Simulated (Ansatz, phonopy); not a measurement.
**SrCl2 (Fm-3m): a volume series of phonon spectra**

Aim: how the vibrations of SrCl2 shift with volume, and the expansion that follows.

Main program and level: Ansatz 0.2.0; DFT PBE, scalar-relativistic, plane waves, PAW.

### 1. Starting point

It takes space group Fm-3m (No. 225, cubic). The conventional cell has a = 6.977 Å, b = 6.977 Å, c = 6.977 Å, α = 90.00°, β = 90.00°, γ = 90.00°. Nearest to Sr lie 8 Cl at 3.02 Å. Nearest to Cl lie 4 Sr at 3.02 Å. Farther neighbours and most contacts between anions are not listed.

### 2. A first coarse run

Before spending time, one coarse run tells the gap and the pressure of the starting cell.

File input.yaml:

```yaml
crystal:
  lattice:
    - [0.0, 3.48835, 3.48835]
    - [3.48835, 0.0, 3.48835]
    - [3.48835, 3.48835, 0.0]
  atoms:
    - { symbol: Sr, position: [0.0, 0.0, 0.0] }
    - { symbol: Cl, position: [0.25, 0.25, 0.25] }
    - { symbol: Cl, position: [0.75, 0.75, 0.75] }
kpoints:
  mp_grid: { grid: [4, 4, 4] }
hamiltonian:
  xc: pbe
scf:
  occupations: { method: gaussian, width: 0.1 }
output:
  forces: true
  stress: true
  eigenvalues: true
```

Command:

```bash
$ ansatz run input.yaml --threads 4 --pin off --max-ram 8192MiB --backend cpu --events-out ev --progress --plain --runs-dir out
```

Planned after this: finding the static equilibrium; tight relaxation; lattice dynamics at this volume, V/V0 1; A cell at another volume, V/V0 1.015; lattice dynamics at this volume, V/V0 1.015; single point at a scaled cell, V/V0 0.985; lattice dynamics at this volume, V/V0 0.985; single point at a scaled cell, V/V0 1.03; lattice dynamics at this volume, V/V0 1.03; single point at a scaled cell, V/V0 0.97; phonons, V/V0 0.97; A cell at another volume, V/V0 1.05; lattice dynamics at this volume, V/V0 1.05; mode Grüneisen parameters; quasi-harmonic fit by phonopy. Settings of the main run: cutoff 420 eV, 6×6×6 k-mesh, fixed occupations, 2×2×2 q-mesh.

Before running: what should come out for the volume expansion coefficient at 300 K?

Near room temperature SrCl2 expands by 102 × 10⁻⁶/K in volume by PBE, with C_P = 25.8 J/(mol K) per mole of atoms and B_T = 27.8 GPa. The table stops at 375 K because beyond it the fitted volume comes within 1 % of the largest computed cell, where the fit loses its support. C_P at room temperature is 103 % of the classical 3R an atom.

```
volume expansion coefficient at 300 K  : 102.2 1e-6/K
isothermal bulk modulus at 300 K       : 27.84 GPa
C_P at 300 K                           : 25.79 J/mol-atom/K
Grüneisen parameter at 300 K           : 2.12
mean mode Grüneisen parameter at 300 K : 1.96
```

The heat-capacity-weighted Grüneisen parameter goes from 2.01 at 50 K to 1.95 at 800 K. Weighting γ by the density of states and each mode's heat capacity at 300 K, modes below 70 cm⁻¹ give about 11 % of the sum of γC that drives the expansion, those up to 140 cm⁻¹ 57 % and the rest 32 %. Among the labelled points γ is largest for branch 1 at X (61.8 cm⁻¹, 5.5) and smallest for branch 8 at L (161 cm⁻¹, 0.89). The interpolation has no quadrupole term, so branches near the zone centre are less sure, since this crystal has sites that are not centres of inversion.

[Logs are printed without paths, hosts, clocks, repeated set-up lines and the standing remarks that a program may print on its own settings, such as how far it seeks lower states.]

[Hosts, paths, dates, database ids (printed as entryN), source tags and the programs' standing remarks are cut or masked in the printed files.]

[A step with changed settings may run another functional than the one named; its input shows which.]

[Of the runs on displaced cells, only some may be shown.]
